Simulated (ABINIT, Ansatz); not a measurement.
# Tl (Thallium): from the cell to the phonon bands, part 4 of 4

How does Tl (Thallium) vibrate, and is this structure a minimum?

ABINIT 10.8.3; DFT LDA, scalar-relativistic, plane waves, PseudoDojo norm-conserving pseudopotentials.

So far, highest frequency (cm⁻¹): step 7 (interpolated phonon bands) 91.7.

### 9. A second program

The same cell goes through another code at the same cutoff. The files are of one family, but Ansatz's library holds files of its own making for some heavy elements, so those for Tl may differ.

This step: DFT LDA, scalar-relativistic, plane waves, norm-conserving pseudopotentials of its library (PseudoDojo's, some remade) (Ansatz 0.2.0).

Input file input.yaml:

```yaml
crystal:
  lattice:
    - [3.4029458467, 0.0, 0.0]
    - [-1.7014729233, 2.9470375509, 0.0]
    - [0.0, 0.0, 5.4329112379]
  atoms:
    - { symbol: Tl, position: [0.3333333333, 0.6666666667, 0.25] }
    - { symbol: Tl, position: [0.6666666667, 0.3333333333, 0.75] }
kpoints:
  mp_grid: { grid: [9, 9, 6] }
hamiltonian:
  xc: lda
  pseudopotentials: { kind: nc, accuracy: standard }
scf:
  occupations: { method: gaussian, width: 0.27211 }
output:
  eigenvalues: true
basis:
  ecutwfc: 734.707
phonons:
  method: dfpt
  qmesh: [3, 3, 2]
  temperatures: { t_max: 1000, t_step: 50 }
  qpath:
    path:
      - [[0.0, 0.0, 0.0], [0.5, 0.0, 0.0], [0.33333333, 0.33333333, 0.0], [0.0, 0.0, 0.0], [0.0, 0.0, 0.5], [0.5, 0.0, 0.5], [0.33333333, 0.33333333, 0.5], [0.0, 0.0, 0.5]]
      - [[0.5, 0.0, 0.5], [0.5, 0.0, 0.0]]
      - [[0.33333333, 0.33333333, 0.5], [0.33333333, 0.33333333, 0.0]]
    npoints: 10
  electrical_resistivity: { temperatures: [77, 300], mesh: [18, 18, 12] }
```

On the command line:

```console
> ansatz run input.yaml --threads 16 --pin off --max-ram 32768MiB --backend cpu --events-out ev --progress --plain --runs-dir out
```

Numbers of over 12 decimals in the logs are rounded to 6 here.

Output:

```text
Warning: basis.ecutwfc = 734.707 eV is below the records' recommended 843.552974 eV, and the density's cutoff is lower with it unless basis.ecutrho_ratio is high enough to keep the records' density cutoff: compare with a run at a higher cutoff
Engine: ansatz 0.2.0, aarch64-unknown-linux-gnu
Pseudopotentials: kind: nc
Pseudopotential: Tl, nc, valence charge 13, recommended cutoff 843.552974 eV (normal), Tl.nc.azcp (PseudoDojo's, or run here from an input of PseudoDojo's; its table is named by hamiltonian.pseudopotentials.accuracy)
Functional definition: SPW92
  exchange = slater_x
  correlation = pw_c
Crystal: 2 atoms, lattice volume = 54.485 Å³
Basis set: ecut = 734.707 eV, 2455 PW (Γ), exchange–correlation on 64×64×100 points (8 copies of the dense FFT grid, shifted against one another)
Bands: 17, of which v1, the nominal top of the filled ones, is band 13 counted from 1 (12 counted from 0)
Symmetry: 24 space group operations
k-points: 48 of 486
Non-local potential: Tl, projectors of the file, l = 0: 2, l = 1: 2, l = 2: 2
Initial density: superposition of atomic densities (chi_scale 0.1, normalization cell)
Initial wavefunctions: pseudopotential atomic-orbital guess
Functional: x = slater, c = lda
SCF iter   1: F=—  HF=-3302.221814 eV  |F-HF|=—  |Δ(HF+E_count)|=         —  Δρ=1.59e-2  dr2=1.86e-1  ethr=3.10e-3  ⟨swp⟩=5.5  Hψ=3792  notcnv=0
preconditioner: auto → Kerker (q_TF=auto, 2.412 Å⁻¹)  [metal: Δε(μ)=0.162 eV  Ē_g=13.610 eV  σ=0.272 eV  W_gap=0.32  n_scr=10 (ndim 8)  ℏωp=25.7 eV  f_vac=0.000  D(μ)=0.63/eV (n_scr^D=2)]
SCF iter   2: F=—  HF=-3302.165709 eV  |F-HF|=—  |Δ(HF+E_count)|=   5.61e-2  Δρ=7.95e-3  dr2=5.14e-2  ethr=7.17e-4  ⟨swp⟩=1.7  Hψ=1463  notcnv=0
SCF iter   3: F=—  HF=-3302.145975 eV  |F-HF|=—  |Δ(HF+E_count)|=   1.97e-2  Δρ=2.01e-3  dr2=1.39e-3  ethr=1.98e-4  ⟨swp⟩=2.3  Hψ=1356  notcnv=0
SCF iter   4: F=—  HF=-3302.145609 eV  |F-HF|=—  |Δ(HF+E_count)|=   3.67e-4  Δρ=3.58e-4  dr2=4.06e-5  ethr=5.33e-6  ⟨swp⟩=2.3  Hψ=1498  notcnv=0
SCF iter   5: F=—  HF=-3302.145601 eV  |F-HF|=—  |Δ(HF+E_count)|=   7.24e-6  Δρ=6.62e-5  dr2=1.87e-6  ethr=1.56e-7  ⟨swp⟩=2.4  Hψ=1399  notcnv=0
SCF iter   6: F=—  HF=-3302.145601 eV  |F-HF|=—  |Δ(HF+E_count)|=   6.35e-7  Δρ=9.47e-6  dr2=4.55e-8  ethr=7.20e-9  ⟨swp⟩=2.8  Hψ=1453  notcnv=0
SCF iter   7: F=—  HF=-3302.145601 eV  |F-HF|=—  |Δ(HF+E_count)|=   2.27e-8  Δρ=1.34e-6  dr2=1.25e-9  ethr=1.75e-10  ⟨swp⟩=2.6  Hψ=1341  notcnv=0
SCF iter   8: F=—  HF=-3302.145601 eV  |F-HF|=—  |Δ(HF+E_count)|=  1.01e-10  Δρ=2.58e-7  dr2=4.54e-11  ethr=4.81e-12  ⟨swp⟩=1.8  Hψ=1043  notcnv=0
SCF iter   9: F=-3302.145601 eV  HF=-3302.145601 eV  |F-HF|=4.55e-13  |Δ(HF+E_count)|=  1.36e-12  Δρ=5.17e-8  dr2=1.70e-12  ethr=1.00e-12  ⟨swp⟩=7.8  Hψ=4581  notcnv=0
SCF 1 converged in 9 iterations: F = -3302.145601 eV  dr2 = 1.70e-12
NSCF: frozen V_eff on 48 k-points
WARN: eigensolver did not converge in 4 slots of this pass, the one above among them; of largest residual over every band (k=4): 1 band(s) unlocked (lowest unlocked band 16, counted from 0; max residual 3.47e-5 eV among the unlocked bands, 3.47e-5 eV over every band); of lowest unlocked band (k=4): band 16
NSCF: frozen V_eff on 100 k-points
DFPT response loops at q = (0, 0, 0) (fractional): preconditioner auto → Kerker (q_TF=auto, 2.412 Å⁻¹) (partly filled bands, converged f_vac=0.000); β = 1.00, the filter's whole step (`scf.mixing.beta` (0.50) is not read by the response loops under this deck's `scf.mixing.preconditioner`; to damp them name `kerker` or `kerker_dos`, under which they read `scf.mixing.beta`, and type it under 1.00, their step now; both keys bind the ground state too); Broyden in place of MSR1
NSCF: frozen V_eff on 200 k-points
DFPT response loops at q = (0, 0, -0.5) (fractional): mixed as the last ones told, above
NSCF: frozen V_eff on 360 k-points
DFPT response loops at q = (0, 0.333333, 0) (fractional): mixed as the last ones told, above
NSCF: frozen V_eff on 360 k-points
DFPT response loops at q = (0, 0.333333, -0.5) (fractional): mixed as the last ones told, above
NSCF: frozen V_eff on 360 k-points
DFPT response loops at q = (0.333333, 0.333333, 0) (fractional): mixed as the last ones told, above
NSCF: frozen V_eff on 360 k-points
DFPT response loops at q = (0.333333, 0.333333, -0.5) (fractional): mixed as the last ones told, above
SCF iter   1: F=—  HF=-3302.221814 eV  |F-HF|=—  |Δ(HF+E_count)|=         —  Δρ=1.59e-2  dr2=1.86e-1  ethr=3.10e-3  ⟨swp⟩=5.5  Hψ=3792  notcnv=0
SCF iter   2: F=—  HF=-3302.165709 eV  |F-HF|=—  |Δ(HF+E_count)|=   5.61e-2  Δρ=7.95e-3  dr2=5.14e-2  ethr=7.17e-4  ⟨swp⟩=1.7  Hψ=1463  notcnv=0
SCF iter   3: F=—  HF=-3302.145975 eV  |F-HF|=—  |Δ(HF+E_count)|=   1.97e-2  Δρ=2.01e-3  dr2=1.39e-3  ethr=1.98e-4  ⟨swp⟩=2.3  Hψ=1356  notcnv=0
SCF iter   4: F=—  HF=-3302.145609 eV  |F-HF|=—  |Δ(HF+E_count)|=   3.67e-4  Δρ=3.58e-4  dr2=4.06e-5  ethr=5.33e-6  ⟨swp⟩=2.3  Hψ=1498  notcnv=0
SCF iter   5: F=—  HF=-3302.145601 eV  |F-HF|=—  |Δ(HF+E_count)|=   7.24e-6  Δρ=6.62e-5  dr2=1.87e-6  ethr=1.56e-7  ⟨swp⟩=2.4  Hψ=1399  notcnv=0
SCF iter   6: F=—  HF=-3302.145601 eV  |F-HF|=—  |Δ(HF+E_count)|=   6.35e-7  Δρ=9.47e-6  dr2=4.55e-8  ethr=7.20e-9  ⟨swp⟩=2.8  Hψ=1453  notcnv=0
SCF iter   7: F=—  HF=-3302.145601 eV  |F-HF|=—  |Δ(HF+E_count)|=   2.27e-8  Δρ=1.34e-6  dr2=1.25e-9  ethr=1.75e-10  ⟨swp⟩=2.6  Hψ=1341  notcnv=0
SCF iter   8: F=—  HF=-3302.145601 eV  |F-HF|=—  |Δ(HF+E_count)|=  1.01e-10  Δρ=2.58e-7  dr2=4.54e-11  ethr=4.81e-12  ⟨swp⟩=1.8  Hψ=1043  notcnv=0
SCF iter   9: F=-3302.145601 eV  HF=-3302.145601 eV  |F-HF|=0.00e0  |Δ(HF+E_count)|=  1.36e-12  Δρ=5.17e-8  dr2=1.68e-12  ethr=1.00e-12  ⟨swp⟩=3.0  Hψ=2224  notcnv=0
SCF 2 converged in 9 iterations: F = -3302.145601 eV  dr2 = 1.68e-12
NSCF: frozen V_eff on 48 k-points
NSCF: frozen V_eff on 95 k-points
[...]
SCF converged after 9 iterations
Free energy (F): -3302.145601 eV
Harris-Foulkes:  -3302.145601 eV  (|F-HF|=4.55e-13)
Internal energy: -3302.122291 eV  (E = F + TS)
E sigma→0 (E₀):  -3302.133946 eV
Entropy (-TS):   -0.023310 eV (-11.655 meV/atom)
Fermi energy:    11.157424 eV
--- Per-component energies (eV) ---
  E_band       = 34.836697
  E_kinetic    = 1702.368203
  E_local      = -1603.448529  (includes V_loc(G=0)·N_el)
  E_nonlocal   = -568.575957
  E_hartree    = 535.073710
  E_xc         = -1031.868195
  E_vxc        = -565.654469  (∫ρ·V_xc dr)
  E_ewald      = -2335.671524
  E_smearing   = -0.023310  (= −TS)
  E_closure    = -0.000000  (closes the sum)
  Σ components = -3302.145601   (vs F -3302.145601, Δ=0.00e0)
--- Band table (eV; the first three rows and the last of 48) ---
  k-point 0: bands = [... 9 lower, 0.1087, 0.7122, 6.0082, 8.1011, 19.3755, 19.3755, 21.5447, 21.5447]
  k-point 1: bands = [... 9 lower, 0.0972, 0.8717, 4.8914, 9.5295, 19.5026, 19.5026, 20.6227, 21.3950]
  k-point 2: bands = [... 9 lower, 0.0578, 1.3724, 3.4264, 11.9265, 17.6211, 19.8657, 19.8657, 20.9716]
  k-point 47: bands = [... 9 lower, 0.1204, 7.0620, 7.0620, 10.1339, 10.1339, 11.3131, 11.3131, 19.0626]
--- Phonons (Γ-DFPT): 2 representative perturbations + reference (Σ response iterations 8) ---
  ASR residual: 1.562e-5 → 0.000e0 eV/Å²; symmetrization residual: 2.381e-10 eV/Å²
  ASR residual per site (eV/Å²): 1.56e-5 1.56e-5
  Γ frequencies (cm⁻¹): 0.00 0.00 0.00 33.38 33.38 91.73
--- Phonons (arbitrary-q DFPT): 6 irreducible q on the 3×3×2 mesh ---
  q = [0.0000, 0.0000, 0.0000] (star 1, of the zone-centre solve; hermiticity 7.53e-11, symmetrization 3.76e-11): -0.00 -0.00 0.00 33.38 33.38 91.73
  q = [0.0000, 0.0000, -0.5000] (star 1, 2 solved perturbations in 148 linear systems a pass and spin channel, the states on 100 of 486 k-point pairs; hermiticity 4.97e-8, symmetrization 2.48e-8, the responses' own estimated error 2.0e-7 eV/Å²): 20.89 20.89 20.89 20.89 58.25 58.25
  q = [0.0000, 0.3333, 0.0000] (star 6, 3 solved perturbations on 180 of 486 k-point pairs; hermiticity 8.10e-8, symmetrization 8.25e-10): 18.95 30.60 44.36 60.98 69.38 74.50
  q = [0.0000, 0.3333, -0.5000] (star 6, 3 solved perturbations on 180 of 486 k-point pairs; hermiticity 8.12e-8, symmetrization 7.04e-10, the responses' own estimated error 1.8e-7 eV/Å²): 32.28 32.28 40.20 40.20 75.66 75.66
  q = [0.3333, 0.3333, 0.0000] (star 2, 2 solved perturbations in 256 linear systems a pass and spin channel, the states on 180 of 486 k-point pairs; hermiticity 4.41e-8, symmetrization 2.20e-8): 47.68 50.80 50.80 65.75 67.54 67.54
  q = [0.3333, 0.3333, -0.5000] (star 2, 2 solved perturbations in 256 linear systems a pass and spin channel, the states on 180 of 486 k-point pairs; hermiticity 4.41e-8, symmetrization 2.20e-8, the responses' own estimated error 1.7e-7 eV/Å²): 29.13 29.13 60.10 60.10 77.73 77.73
  sum rule: each row above includes the acoustic sum rule's correction from the zone centre's row sums; it moved no ω² by more than (0.14 cm⁻¹)²
  mesh force constants: q→R imaginary residual 0.00e0; ASR residual 1.562e-5 → 0.000e0 eV/Å²; symmetrization residual 8.882e-16 eV/Å²
  interpolated dispersion: 93 rows × 6 modes
  density of states and harmonic sums: on the 21×21×12 q-mesh, interpolated from the force constants of a 3×3×2 supercell (no non-analytic term)
  largest difference from the sums on the solved wave vectors: F 5.17e-2 eV, S 6.60e-5 and C_V 1.43e-5 eV/K
  zero-point energy: 0.018431 eV/cell   skipped modes (ω ≤ 0): 3   left out of the sums: 9.45e-5 of the cell's modes: C_V's classical limit lies that fraction below 3 k_B per atom; for a crystal, a wire or a layer, F and S can be off by more, and a phonons.interpolated_qmesh denser along its periods is the remedy for the sampling
--- Electrical resistivity: potentials and phonons of a 3×3×2 supercell ---
  scattering by harmonic phonons alone, with no dipole-dipole term; scattering by other electrons, impurities, surfaces and spin disorder is left out, and so is spin–orbit coupling
  the resistivity is that of a variational response, whose dependence on the energy is improved iteratively
  at the Fermi level of each mesh (of a tensor a third of its trace):
           mesh   spin    states/(eV spin)  plasma energy (eV)         λ      λ_tr    ħω_log (meV)
       18×18×12                     0.3888              8.2088    0.9267    0.7808           4.302
          9×9×6                     0.4129              8.1180    0.9975    0.8542           4.338
  resistivity on the deck's mesh, µΩ·cm:
     T (K)       trace/3  mesh converged            xx            yy            zz    lowest order   relaxation time
     77.00      3.4258e0              no      3.7260e0      3.7260e0      2.8253e0        3.4689e0          3.9119e0
    300.00      1.4042e1              no      1.5242e1      1.5242e1      1.1642e1        1.4190e1          1.6054e1
  mean free path at 77 K (of a tensor a third of its trace): 32.7 nm by what each carries, 30.0 by the Fermi surface alone
  Hall coefficient in a weak field at 77 K (a third of the trace): -9.992e-11 m³/C (as a tensor it moves by 15.5 % between the two finest meshes); by each state's relaxation time: -9.325e-11 m³/C; by a constant relaxation time: -1.267e-10 m³/C
  mean free path at 300 K (of a tensor a third of its trace): 7.96 nm by what each carries, 7.31 by the Fermi surface alone
  Hall coefficient in a weak field at 300 K (a third of the trace): -1.003e-10 m³/C (as a tensor it moves by 13.7 % between the two finest meshes); by each state's relaxation time: -9.253e-11 m³/C; by a constant relaxation time: -1.265e-10 m³/C
  the resistivity times a path that all electrons share, by the Fermi surface of the deck's mesh alone (a third of the trace): 1.025e-15 Ω·m²
  not converged in the mesh (λ; λ_tr; the resistivity at 77 K by 18.97 %; the resistivity at 300 K by 17.37 %): between neighbouring meshes, the two finest first, λ moves by 7.64 %, λ_tr by 9.50 % and the resistivity by up to 18.97 %; an estimate, no bound, puts it up to 8.9e-7 % above the Boltzmann equation's exact value after up to 3 iterations (at most 30 are made, fewer where the estimate is under 1.0e-6 % of each spin channel's own resistivity)
  vibrations of 18 cells: unjudged by the run; compare a larger repeat
  the changes of the potential over all sites missed a rigid shift's by 0.00 % (the site terms' by 0.00 %)
  at the force constants' own smearing the fine mesh and the k-points of their solves give squared frequencies that differ by 24.4 % of the larger at the most, at (0, 0, -0.5)
```

It took 70 s on 16 threads of Arm Neoverse V2, shared host; peak memory 3.3 GiB; 17 min of CPU time.

This step gave:

```
sum-rule residual before enforcement                               : 1.56e-5 eV/Å²
mean frequency                                                     : 49.6 cm⁻¹
Debye temperature (second moment)                                  : 99 K
logarithmic mean frequency                                         : 45.1 cm⁻¹
highest optical zone-centre mode (no LO-TO term)                   : 91.73 cm⁻¹
lowest optical zone-centre mode                                    : 33.38 cm⁻¹
lowest mode on the q mesh (acoustic ones at the zone centre apart) : 18.95 cm⁻¹
vibrational entropy at 300 K                                       : 63.19 J/(mol atoms K)
```

### 10. Side by side: ABINIT PseudoDojo and Ansatz, library NC

Numbers from this step:

* root-mean-square difference: 0.01 cm⁻¹
* largest difference: 0.03 cm⁻¹
* root-mean-square difference on the path: 0 cm⁻¹
* largest difference on the path: 0.1 cm⁻¹

The interpolated bands of the two lie on top of each other.

At the solved wavevectors the largest difference (acoustic modes at Γ apart) is 0.03 % of the highest mode.

### 11. Summary of results

| Quantity | Value |
| --- | --- |
| space group after relaxation | P6_3/mmc |
| volume per atom | 27.2 Å³ |
| highest optical zone-centre mode (no LO-TO term) | 91.7 cm⁻¹ |
| lowest optical zone-centre mode | 33.4 cm⁻¹ |
| q mesh | 3×3×2 |
| lowest mode on the q mesh (acoustic ones at the zone centre apart) | 19.0 cm⁻¹ |
| zero-point energy per atom | 9.22 meV |
| heat capacity at 300 K | 24.8 J/(mol atoms K) |
| vibrational entropy at 300 K | 63.1 J/(mol atoms K) |
| imaginary modes on the q mesh | none |
| largest difference from Ansatz, library NC | 0.03 cm⁻¹ |

**Reading.** Tl (Thallium) is dynamically stable on the 3×3×2 mesh; its spectrum reaches 92 cm⁻¹. At the LDA level the optical modes of Tl (Thallium) at the zone centre run from 33 to 92 cm⁻¹. Along axes with an odd number of divisions the mesh misses the zone-boundary points at one half, where instabilities often lie; those are only interpolated. ABINIT PseudoDojo and Ansatz, library NC agree to 0.03 cm⁻¹ (0.03 % of the highest mode compared) on all solved modes but the acoustic ones at Γ. These are harmonic frequencies at zero temperature: anharmonic shifts and linewidths and thermal expansion are left out. Spin-orbit coupling is left out, which can matter for the heavy elements here. In a metal the frequencies hang on the k mesh and the smearing, most of all near Kohn anomalies. Ansatz warns that the cutoff lies 13 % under the one recommended for these files; agreement at one cutoff is not convergence. Electron-phonon sums were run after this but are left out, since no second program bore their λ out within 30 %; a λ that a log prints is not taken as a result.

[Host names and launcher messages were left out of these logs when they were recorded.]

[Logs are printed without paths, hosts, clocks, repeated set-up lines and the standing remarks that a program may print on its own settings, such as how far it seeks lower states.]

[Hosts, paths, dates, database ids (printed as entryN), source tags and the programs' standing remarks are cut or masked in the printed files.]
